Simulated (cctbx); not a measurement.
# Interatomic vectors of TlCuAg2Br6

Space group Fm-3m (no. 225), a = 10.5390 Å, b = 10.5390 Å, c = 10.5390 Å, α = 90.00°, β = 90.00°, γ = 90.00°, content Tl4 Ag8 Br24 Cu4.

Simulated single-crystal data (cctbx): synchrotron X-rays, λ = 0.6889 Å, to d = 0.8 Å, 70 % of the full sphere, strongest reflection 40000 counts, noise from counting, a 4 % proportional error and a noise floor of 2 counts (s.d.); no absorption.

Patterson synthesis, origin scaled to 1000:

```text
Patterson group F m -3 m
      u       v       w   height  length (A)
  0.000   0.000   0.000   1000.0     0.00
  0.000   0.000   0.500    673.7     5.27
  0.250   0.250   0.250    531.5     4.56
  0.000   0.250   0.250    432.5     3.73
  0.000   0.000   0.241    352.0     2.54
  0.000   0.000   0.114     24.2     1.21
  0.063   0.063   0.063     11.9     1.15
  0.022   0.078   0.078      8.7     1.19
  0.131   0.250   0.250      7.9     3.97
  0.000   0.125   0.245      4.6     2.90
  0.000   0.000   0.392      4.5     4.13
  0.034   0.083   0.166      1.7     1.99
  0.174   0.174   0.229      1.7     3.54
  0.026   0.076   0.424      1.2     4.55
```

**Question.** Which atom pairs make the peaks, and where is the heaviest atom?

A peak at u stands for all pairs with xi − xj = u, with weight Σ ZiZj against Σ Z² = 76680 at the origin. Peak heights follow these weights only roughly, since form factors, motion and series ripples differ, all vectors within 0.55 Å of a peak are counted as merged into it though the farther ones add only part of their weight, and F(000) is left out, which lowers the whole map:

| u | v | w | shortest length (Å) | height | 1000 ΣZiZj/ΣZ² | pairs in the cell |
| --- | --- | --- | --- | --- | --- | --- |
| 0.000 | 0.000 | 0.500 | 5.27 | 674 | 859 | 24 × Br–Br, 8 × Tl–Cu, 8 × Ag–Ag |
| 0.250 | 0.250 | 0.250 | 4.56 | 532 | 539 | 8 × Tl–Ag, 8 × Ag–Cu |
| 0.000 | 0.250 | 0.250 | 3.73 | 432 | 599 | 16 × Ag–Br, 16 × Br–Br |
| 0.000 | 0.000 | 0.241 | 2.54 | 352 | 402 | 8 × Tl–Br, 8 × Br–Cu |

The table stops at ten peaks or at a height of 45, below which ripples compete. In the model behind the data Tl, the heaviest element, has 1 independent site: (0, 0, 0), up to an allowed shift of origin. No listed peak is a Tl–Tl vector, so the position follows from the cell content and the cross vectors. The whole model:

```csv
atom,mult.,x,y,z,Ueq (Å²)
Tl1,4,0,0,0,0.0097
Ag1,8,1/4,3/4,3/4,0.0134
Br1,24,0,0,0.7643,0.0184
Cu1,4,1/2,0,0,0.0158
```

The model was made for the exercise: a known structure type with other elements put in, its volume estimated, not relaxed; displacement parameters are assumed.

[Logs are printed without paths, hosts, clocks, repeated set-up lines and the standing remarks that a program may print on its own settings, such as how far it seeks lower states.]
